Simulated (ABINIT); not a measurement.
Planning a run of ABINIT 10.8.3 on WSe2 (P6_3/mmc). The input:

```
acell 3*1.0 Angstrom
rprim 
  3.290000000028 -0.000000000007 0.000000000000
  -1.645000000008 2.849223578479 0.000000000000
  0.000000000000 0.000000000000 12.970000000000
ntypat 2
znucl 74 34
natom 6
typat 1 1 2 2 2 2
xred 
  0.333333333333 0.666666666667 0.250000000000
  0.666666666667 0.333333333333 0.750000000000
  0.333333333333 0.666666666667 0.621000000000
  0.666666666667 0.333333333333 0.121000000000
  0.333333333333 0.666666666667 0.879000000000
  0.666666666667 0.333333333333 0.379000000000
pp_dirpath "pseudos"
pseudos "W.upf, Se.upf"
ecut 58
ngkpt 3 3 1
nshiftk 1
shiftk 0 0 0
kptopt 1
chksymbreak 0
istwfk *1
occopt 1
irdwfk 1
optdriver 3
nband 174
ecuteps 3.9
inclvkb 2
awtr 1
symchi 1
irdqps 1
gwcalctyp 10
nqptdm 2
qptdm 
  0.3333333333 0.0000000000 0.0000000000
  0.3333333333 0.3333333333 0.0000000000
indata_prefix "in"
outdata_prefix "out"
tmpdata_prefix "tmp"
```

The database entry behind the starting cell differs from later determinations by our own check (a about 0.2 % long), so it need not match the best structure at ambient conditions.

```sh
OMP_NUM_THREADS=1 mpirun -n 4 abinit run.abi > log; mrgscr < mrgscr.stdin
```

**Question.** How long will it take on 4 MPI ranks of Arm Neoverse V2, shared host, and how much memory?

It took 23 s; on shared hardware allow 11 s to 45 s. Peak host memory was 1.9 GiB.

[Paths, hosts, dates, memory and timing lines, banners, echoed tables and standing remarks are left out of the program output.]

[Logs are printed without paths, hosts, clocks, repeated set-up lines and the standing remarks that a program may print on its own settings, such as how far it seeks lower states.]

[Runs of the session that timed out or met a known fault of the program may be left out.]

[Hosts, paths, dates, database ids (printed as entryN), source tags and the programs' standing remarks are cut or masked in the printed files.]

[G0W0 gaps are taken among the corrected bands and points alone; a level outside them can change the order at an edge.]

[Where Ansatz stands beside ABINIT at settings called matched, ABINIT's density can come from a denser mesh and the files from another edition; pairs whose starting gaps differed by over 0.03 eV were left out, so agreement reads better than it is.]
